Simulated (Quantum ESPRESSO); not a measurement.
## Si3N4 (beta): which axis gives way under pressure?

Cell and atoms of beta Si3N4 are relaxed at set pressures, to see how each axis shrinks. The phase is followed to these pressures whether or not it stays the stable one.

Calculated with Quantum ESPRESSO 7.5, PBEsol, PseudoDojo 0.4.1 norm-conserving potentials, cutoff 1170 eV, Fermi–Dirac smearing 0.02 eV, k-mesh 4×4×10, no spin polarisation, no spin-orbit coupling.

Reference cell, relaxed at zero pressure with PBEsol (P6_3/m): a = 7.6215 Å, b = 7.6215 Å, c = 2.9086 Å, α = 90.00°, β = 90.00°, γ = 120.00°.

```
atom       x       y       z
  Si  0.7676  0.1740  0.2500
  Si  0.5936  0.7676  0.7500
  Si  0.8260  0.5936  0.2500
  Si  0.2324  0.8260  0.7500
  Si  0.4064  0.2324  0.2500
  Si  0.1740  0.4064  0.7500
   N  0.0296  0.3300  0.2500
   N  0.6996  0.0296  0.7500
   N  0.6700  0.6996  0.2500
   N  0.9704  0.6700  0.7500
   N  0.3004  0.9704  0.2500
   N  0.3300  0.3004  0.7500
   N  0.6667  0.3333  0.2500
   N  0.3333  0.6667  0.7500
```

```
P (GPa)   a (Å)   c (Å)     c/a
  −4.00  7.6666  2.9241  0.3814
  −0.01  7.6215  2.9086  0.3816
   5.00  7.5686  2.8909  0.3820
  10.00  7.5197  2.8746  0.3823
  19.99  7.4311  2.8453  0.3829
  30.02  7.3514  2.8198  0.3836
```

**Question.** Give the linear compressibility of each axis at zero pressure, and the edges at 14.99 GPa, a row left out above.

Least squares with l = l0 + l1 P + l2 P² gives for a: l0 = 7.6218 Å, l1 = −1.079e−2 Å/GPa, l2 = 6.00e−5 Å/GPa², so β = −l1/l0 = 1.416 × 10⁻³ GPa⁻¹ and the withheld edge is 7.4735 Å. The run itself gives 7.4741 Å, so the estimate misses by 0.0006 Å; the fitted rows themselves lie up to 0.0011 Å off the law.

Least squares with l = l0 + l1 P + l2 P² gives for c: l0 = 2.9088 Å, l1 = −3.656e−3 Å/GPa, l2 = 2.32e−5 Å/GPa², so β = −l1/l0 = 1.257 × 10⁻³ GPa⁻¹ and the withheld edge is 2.8592 Å. The run itself gives 2.8595 Å, so the estimate misses by 0.0003 Å; the fitted rows themselves lie up to 0.0003 Å off the law.

The compressibilities add to the volume compressibility, 2β_a + β_c = 4.089 × 10⁻³ GPa⁻¹, or B0 ≈ 245 GPa; a parabola over so wide a range errs a few per cent to the stiff side. The a axis is the softest, 1.1 times as compressible as c.

[Logs are printed without paths, hosts, clocks, repeated set-up lines and the standing remarks that a program may print on its own settings, such as how far it seeks lower states.]
